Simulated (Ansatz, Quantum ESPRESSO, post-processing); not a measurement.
# Ge chain with one bond drawn out by 2.0 Å: ballistic transmission, part 4 of 4

Wanted: the transmission near the Fermi level and the conductance of this junction: Ge chain with one bond drawn out by 2.0 Å.

Quantum ESPRESSO 7.5; plane-wave DFT, PBE, GBRV ultrasoft pseudopotentials; cross-check by Ansatz 0.2.0 with PAW datasets.

So far. Step 2 (Self-consistent run): The run needed 15 iterations to bring the estimated error under 1e-07 Ry; the largest force on any atom, held or free, is 0.88 eV/Å. Step 3 (The open system): At no point does T exceed the number of channels. That doesn't clear the run: at some energies its lead has fewer channels than the second code's.

### Step 5. Cross-check with Ansatz

As a check, the same structure is run in Ansatz.

Level of this step: plane-wave DFT, PBE, Ansatz PAW (Ansatz 0.2.0).

Contents of input.yaml:

```yaml
crystal:
  lattice:
    - [7.5, 0.0, 0.0]
    - [0.0, 7.5, 0.0]
    - [0.0, 0.0, 25.5]
  atoms:
    - { symbol: Ge, position: [0.5, 0.5, 0.0] }
    - { symbol: Ge, position: [0.5, 0.5, 0.0921568627] }
    - { symbol: Ge, position: [0.5, 0.5, 0.1843137255] }
    - { symbol: Ge, position: [0.5, 0.5, 0.2764705882] }
    - { symbol: Ge, position: [0.5, 0.5, 0.368627451] }
    - { symbol: Ge, position: [0.5, 0.5, 0.5392156863] }
    - { symbol: Ge, position: [0.5, 0.5, 0.631372549] }
    - { symbol: Ge, position: [0.5, 0.5, 0.7235294118] }
    - { symbol: Ge, position: [0.5, 0.5, 0.8156862745] }
    - { symbol: Ge, position: [0.5, 0.5, 0.9078431373] }
kpoints:
  mp_grid: { grid: [1, 1, 4] }
hamiltonian:
  xc: pbe
scf:
  occupations: { method: fermi_dirac, width: 0.1 }
  convergence: { dr2_threshold: 1.0e-08 }
output:
  transmission:
    leads: [[0, 1]]
    e_range: [-2.0, 2.0]
    de: 0.05
    kmesh: [1, 1]
    reduced_basis: true
  write_potential: true
  write_density: true
  volumetric_format: npy
  elf: true
```

The run is started by

```bash
$ ansatz run input.yaml --threads 2 --pin off --max-ram 4096MiB --backend cpu --events-out ev --progress --plain --runs-dir out
```

Numbers of over 12 decimals in the logs are rounded to 6 here.

The program printed:

```text
Engine: ansatz 0.2.0, aarch64-unknown-linux-gnu
Pseudopotentials: kind: paw
Pseudopotential: Ge, paw, valence charge 14, recommended cutoff 420 eV (normal), Ge.paw.azcp
Functional definition: PBE
  parameter kappa = 0.804
  parameter beta = 0.066725
  exchange = pbe_x(kappa = kappa, mu = beta*pi^2/3)
  correlation = pbe_c(beta = beta)
Crystal: 10 atoms, lattice volume = 1434.375 Å³
Basis set: ecut = 420 eV, 28029 PW (Γ)
Bands: 84, of which v1, the nominal top of the filled ones, is band 70 counted from 1 (69 counted from 0)
Symmetry: 16 space group operations
Space group: P4/mmm (ITA 123), of the structure as read, at distance tolerance 1.1e-4 Å
k-points: 3 of 4
Non-local potential: Ge, projectors of the file, l = 0: 2, l = 1: 2, l = 2: 3, l = 3: 1
PAW form: soft (Blöchl's): semilocal exchange-correlation on the pseudo side does not see the compensation charge
PAW one-centre angular grid: Ge, 590 points (default); XC on 64 Gauss nodes
Initial density: superposition of atomic densities (neutral atoms: chi_scale 0, normalization atom), corrected by the library's trained network
Initial wavefunctions: pseudopotential atomic-orbital guess
Functional: x = pbe(κ = 0.804, μ = 0.219515), c = pbe(β = 0.066725)
SCF iter   1: F=—  HF=-42933.967459 eV  |F-HF|=—  |Δ(HF+E_count)|=         —  Δρ=4.09e-3  dr2=2.51e0  ethr=1.77e-3  ⟨swp⟩=5.0  Hψ=871  notcnv=0
preconditioner: auto → LDOS  [insulator: Δε(μ)=0.423 eV  Ē_g=6.179 eV  σ=0.100 eV  W_gap=0.78  n_scr=138 (ndim 8)  ℏωp=6.2 eV  f_vac=0.683  D(μ)=6.29/eV (n_scr^D=18)  ε∞_Penn≈2.0  β→1.0]
SCF iter   2: F=—  HF=-42933.878303 eV  |F-HF|=—  |Δ(HF+E_count)|=   8.92e-2  Δρ=2.71e-3  dr2=1.15e0  ethr=1.77e-3  ⟨swp⟩=3.0  Hψ=341  notcnv=0
SCF iter   3: F=—  HF=-42933.817353 eV  |F-HF|=—  |Δ(HF+E_count)|=   6.10e-2  Δρ=6.64e-4  dr2=6.51e-2  ethr=8.20e-4  ⟨swp⟩=2.7  Hψ=287  notcnv=0
SCF iter   4: F=—  HF=-42933.813981 eV  |F-HF|=—  |Δ(HF+E_count)|=   3.37e-3  Δρ=1.75e-4  dr2=1.88e-3  ethr=4.65e-5  ⟨swp⟩=2.0  Hψ=300  notcnv=0
SCF iter   5: F=—  HF=-42933.813897 eV  |F-HF|=—  |Δ(HF+E_count)|=   8.41e-5  Δρ=6.15e-5  dr2=1.39e-4  ethr=1.34e-6  ⟨swp⟩=2.0  Hψ=295  notcnv=0
SCF iter   6: F=—  HF=-42933.813925 eV  |F-HF|=—  |Δ(HF+E_count)|=   2.73e-5  Δρ=2.31e-5  dr2=2.75e-5  ethr=9.94e-8  ⟨swp⟩=2.0  Hψ=343  notcnv=0
SCF iter   7: F=—  HF=-42933.813931 eV  |F-HF|=—  |Δ(HF+E_count)|=   6.37e-6  Δρ=8.59e-6  dr2=3.79e-6  ethr=1.96e-8  ⟨swp⟩=2.0  Hψ=342  notcnv=0
SCF iter   8: F=—  HF=-42933.813714 eV  |F-HF|=—  |Δ(HF+E_count)|=   2.17e-4  Δρ=2.57e-6  dr2=1.43e-7  ethr=2.70e-9  ⟨swp⟩=2.0  Hψ=342  notcnv=0
SCF iter   9: F=—  HF=-42933.813714 eV  |F-HF|=—  |Δ(HF+E_count)|=   6.04e-8  Δρ=9.72e-7  dr2=1.99e-8  ethr=1.02e-10  ⟨swp⟩=2.0  Hψ=355  notcnv=0
SCF iter  10: F=-42933.813714 eV  HF=-42933.813714 eV  |F-HF|=1.73e-9  |Δ(HF+E_count)|=   1.43e-9  Δρ=3.62e-7  dr2=4.00e-9  ethr=7.14e-12  ⟨swp⟩=5.0  Hψ=657  notcnv=0
SCF 1 converged in 10 iterations: F = -42933.813714 eV  dr2 = 4.00e-9
  greatest PAW one-centre occupation: 0.998 electrons in one spin orbital (limit 2), on the Ge atom at site 5 (counted from 0), in its partial waves of l = 2
transmission: 32 of 192 steps passed
transmission: 64 of 192 steps passed
[...]
transmission: 192 of 192 steps passed
WARN: The output density's exchange-correlation potential varies sharply where the density is thin. Do not read a vacuum level from v_tot or v_xc, or from such a field of the output density. On a cell that repeats whose density bears no net charge and no dipole along the vacuum's axis use v_es (v_loc + v_h of the components); under efield.dipole_correction with no amplitude use v_es + v_field, which holds any externa [...]
SCF converged after 10 iterations
Free energy (F): -42933.813714 eV
Harris-Foulkes:  -42933.813714 eV  (|F-HF|=1.73e-9)
Internal energy: -42933.514554 eV  (E = F + TS)
E sigma→0 (E₀):  -42933.664134 eV
Entropy (-TS):   -0.299160 eV (-29.916 meV/atom)
Fermi energy:    -2.671294 eV
--- Per-component energies (eV) ---
  E_band       = -2991.087687
  E_kinetic    = 1087.216267
  E_local      = -43860.337842  (includes V_loc(G=0)·N_el)
  E_nonlocal   = 4154.681227
  E_hartree    = 19658.210429
  E_xc         = -736.709019
  E_vxc        = -618.087283  (∫ρ·V_xc dr)
  E_paw        = -20166.393264  (= ΣΔE_a)
  E_vpaw       = -3070.984943  (= ΣTr[D̂ρ^β])
  E_aug_tail   = 0.002891  (compensation charges beyond the density's cutoff)
  E_ewald      = -3070.185243
  E_smearing   = -0.299160  (= −TS)
  E_closure    = 0.000000  (closes the sum)
  Σ components = -42933.813714   (vs F -42933.813714, Δ=0.00e0)
--- Band table (eV) ---
  k-point 0: bands = [... 66 lower, -3.2989, -3.2989, -2.8573, -2.8573, -2.5118, -2.4580, -2.4580, -1.7502, ... 10 higher]
  k-point 1: bands = [... 66 lower, -3.2874, -3.2874, -2.8809, -2.8809, -2.4264, -2.4264, -2.3516, -1.7871, ... 10 higher]
  k-point 2: bands = [... 66 lower, -3.2755, -3.2755, -2.9032, -2.9032, -2.3949, -2.3949, -2.1805, -1.8237, ... 10 higher]
--- Transmission ---
  basis      : 497 plane waves across, 32 finite elements along
  points     : 1, standing for a mesh of 1 x 1
  energies   : 81 from -2.000000 to 2.000000 eV about the Fermi level, 0.050000 eV apart; the leads are filled to 0.000000 eV, and channels, transmission and decay are at 0.000000 eV
  crystal 0  : Ge1, at the sites [0, 1], period 2.3500 Å, over 23.50 Å; its Hamiltonian steps by up to 78.3 meV: too much for a lead, lay more layers or, if its atoms are ordered, name the step of that order
    offset         : up to 0.0000 Å between an atom of the period and one for which it stands
    channels       : 3.000000e0 a spin
    conductance    : none, the energies end too early or step too widely for 300 K: set another output.transmission.e_range or a lower de, or, where they end at an eighth of basis.ecutwfc, a higher one
  junction   : crystal 0 to crystal 0, -0.48 to 22.67 Å
    transmission   : 1.753259e-1 a spin
    error estimate : 1.807182e-5 a spin from the reduction of the transverse basis, at the most 1.919090e-5 at 2.000000 eV
    conductance    : none, the energies end too early or step too widely for 300 K: set another output.transmission.e_range or a lower de, or, where they end at an eighth of basis.ecutwfc, a higher one
```

Wall time 50 s (2 threads of Arm Neoverse V1, shared host); peak memory 1.8 GiB; 96 s of CPU time.

Read from the output:

```
free energy                                  : -42933.8137 eV
energy at zero smearing                      : -42933.6641 eV
smearing term TS                             : 0.2992 eV
Fermi energy                                 : -2.671 eV
symmetry operations                          : 16
transmission at the Fermi level, one spin    : 0.1753
step of the lead's Hamiltonian over a period : 78.3 meV
```

Per spin. The transmission by energy, zero at the Fermi level:

| energy (eV) | transmission |
| --- | --- |
| -2.00 | 0.0424 |
| -1.85 | 0.0457 |
| -1.70 | 0.0492 |
| -1.60 | 0.0517 |
| -1.45 | 0.0555 |
| -1.30 | 0.0595 |
| -1.15 | 0.0640 |
| -1.05 | 0.0696 |
| -0.90 | 0.0799 |
| -0.75 | 0.0880 |
| -0.60 | 0.0984 |
| -0.50 | 0.108 |
| -0.35 | 0.129 |
| -0.20 | 0.153 |
| -0.05 | 0.172 |
| 0.00 | 0.175 |
| 0.05 | 0.177 |
| 0.20 | 0.177 |
| 0.35 | 0.174 |
| 0.50 | 0.172 |
| 0.60 | 0.173 |
| 0.75 | 0.177 |
| 0.90 | 0.183 |
| 1.05 | 0.192 |
| 1.15 | 0.199 |
| 1.30 | 0.211 |
| 1.45 | 0.225 |
| 1.60 | 0.240 |
| 1.70 | 0.251 |
| 1.85 | 0.270 |
| 2.00 | 0.289 |

Per spin. The open channels by energy, zero at the Fermi level:

| energy (eV) | open channels |
| --- | --- |
| -2.000 | 1 |
| -1.800 | 1 |
| -1.600 | 1 |
| -1.400 | 1 |
| -1.200 | 1 |
| -1.000 | 3 |
| -0.800 | 3 |
| -0.600 | 3 |
| -0.400 | 3 |
| -0.200 | 3 |
| 0.000 | 3 |
| 0.200 | 3 |
| 0.400 | 3 |
| 0.600 | 3 |
| 0.800 | 3 |
| 1.000 | 3 |
| 1.200 | 3 |
| 1.400 | 3 |
| 1.600 | 3 |
| 1.800 | 3 |
| 2.000 | 3 |

ELF in the ca plane at fractional y = 0.500, with atoms of Ge within 0.2 Å of it. It is the smooth field of the valence electrons, not physical close to the nuclei.

Ten even steps from '0' (0.00) to '9' (0.74), each cell a mean:
```
00000000000000000000000000000000000000000000
00000000000000000000000000000000000000000000
11000000001111111111000000000011110011100001
22210000012222233333211122211223321123221122
55531000245554445665433344433355543345542235
78862000478876567887655677654578764567764467
79984001699876678877766777776777876677876678
57896103898655677655677655677655677665566665
14798104986313576312577422467531367542256652
01698204984011475100476300266401156520036640
02698204985102576201476300367410256530046641
46897103997544577534577544577544567654456664
68995102799766678766777766777766776676776677
89973001589886668887656777765678875578875568
67641000256765456776544556543467654456653346
44320000123433334544322233322234432234422223
11100000011111122222111111111112211111110011
00000000000000001100000000000000000000000000
00000000000000000000000000000000000000000000
00000000000000000000000000000000000000000000
```
Columns run along c (16.0 Å, from fractional 0.37 to 1.00 of the cell), rows up along a (7.5 Å). Atoms in or near the plane, at fractional coordinates: Ge at (0.00, 0.50), Ge at (0.54, 0.50), Ge at (0.63, 0.50), Ge at (0.72, 0.50), Ge at (0.82, 0.50), Ge at (0.91, 0.50).

Electrostatic potential energy in the ca plane at fractional y = 0.500, with atoms of Ge within 0.2 Å of it. With pseudopotentials it is smooth inside the atoms' cores, unlike the true potential.

Ten even steps from '0' (-40 eV) to '9' (2 eV), each cell a mean:
```
99999999999999999999999999999999999999999999
99999999999999999999999999999999999999999999
99999999999999999999999999999999999999999999
99999999999999999999999999999999999999999999
99999999999999999999999999999999999999999999
99999999999999999999999999999999999999999999
88999999998888999888999888899988899988889998
45799999987546888645788644688754578864578875
01589999973102575201476300267410157620037731
00379999862000463000265100156200036400015620
00489999972001474000366200157300037510026620
23689999985224787323687522478632368742257852
67899999998777898777899877889877789887789987
99999999999999999999999999999999999999999999
99999999999999999999999999999999999999999999
99999999999999999999999999999999999999999999
99999999999999999999999999999999999999999999
99999999999999999999999999999999999999999999
99999999999999999999999999999999999999999999
99999999999999999999999999999999999999999999
```
Columns run along c (16.0 Å, from fractional 0.37 to 1.00 of the cell; values clipped at the 3rd and 97th percentile), rows up along a (7.5 Å). Atoms in or near the plane, at fractional coordinates: Ge at (0.00, 0.50), Ge at (0.54, 0.50), Ge at (0.63, 0.50), Ge at (0.72, 0.50), Ge at (0.82, 0.50), Ge at (0.91, 0.50).

Ansatz finds T = 0.175 against pwcond's 0.173.

### Step 6. All levels side by side

All levels:

| step | T at the Fermi level (per spin) | conductance (G0) | r.m.s. T(E) from the first | CPU time of the step (s) | peak memory (GiB) |
| --- | --- | --- | --- | --- | --- |
| Ansatz | 0.1753 | - | 0 | 95.72 | 1.781 |
| pwcond | 0.1733 | 0.1733 | 0.01562 | 547.3 | 0.61 |
| pwcond, changed setting | 0.1717 | 0.1717 | 0.016 | 233.3 | 0.61 |

Per spin. The transmission by energy, zero at the Fermi level:

| energy (eV) | Ansatz | pwcond | pwcond, changed setting |
| --- | --- | --- | --- |
| -2.00 | 0.0424 | 0.0417 | 0.0413 |
| -1.80 | 0.0469 | 0.0456 | 0.0453 |
| -1.60 | 0.0517 | 0.0499 | 0.0496 |
| -1.40 | 0.0568 | 0.0547 | 0.0544 |
| -1.20 | 0.0622 | 0.0599 | 0.0596 |
| -1.00 | 0.0733 | 0.0687 | 0.0681 |
| -0.90 | 0.0799 | 0.0741 | 0.0735 |
| -0.70 | 0.0910 | 0.0870 | 0.0863 |
| -0.50 | 0.108 | 0.103 | 0.102 |
| -0.30 | 0.137 | 0.122 | 0.121 |
| -0.10 | 0.167 | 0.153 | 0.151 |
| 0.00 | 0.175 | 0.173 | 0.172 |
| 0.10 | 0.178 | 0.193 | 0.192 |
| 0.30 | 0.175 | 0.205 | 0.205 |
| 0.50 | 0.172 | 0.186 | 0.187 |
| 0.70 | 0.175 | 0.122 | 0.122 |
| 0.90 | 0.183 | 0.182 | 0.182 |
| 1.00 | 0.188 | 0.184 | 0.184 |
| 1.20 | 0.202 | 0.195 | 0.194 |
| 1.40 | 0.220 | 0.211 | 0.211 |
| 1.60 | 0.240 | 0.232 | 0.232 |
| 1.80 | 0.263 | 0.257 | 0.256 |
| 2.00 | 0.289 | 0.282 | 0.281 |

### Step 7. By hand

G = 0.173 × 77.48 µS = 13.4 µS a cell, a resistance of 74.5 kΩ.

### Step 8. Summary of results

```json
{
  "conductance from T at the Fermi level, a cell (G₀ = 2e²/h)": "0.173 G₀",
  "lead channels per spin": "3.00",
  "the same conductance by Ansatz": "0.175 G₀"
}
```

The junction conducts 0.173 G₀ a cell at the Fermi level (PBE, GBRV ultrasoft). At the Fermi level the junction passes 5.8 % of what the leads offer. At the Fermi level pwcond and Ansatz differ by 1.1 %, a close match. Ansatz finds a step of 78 meV across the lead's period inside the junction cell: the lead is too short to be bulk-like, which bears on both codes. Over -2 to 2 eV, T lies between 0.042 and 0.28 per spin. pwcond's lead, cut out of the junction cell, has fewer channels than Ansatz's near 0.6 and 0.7 eV, so its T is in doubt there. The geometry is as built, not relaxed, and the leads are short.

[Logs are printed without paths, hosts, clocks, repeated set-up lines and the standing remarks that a program may print on its own settings, such as how far it seeks lower states.]

[Hosts, paths, dates, database ids (printed as entryN), source tags and the programs' standing remarks are cut or masked in the printed files.]

[Maps of the electrostatic potential energy from Ansatz leave out the sawtooth potential of an applied field or a dipole correction, so their vacuum need not be flat; planar profiles and work functions include it.]
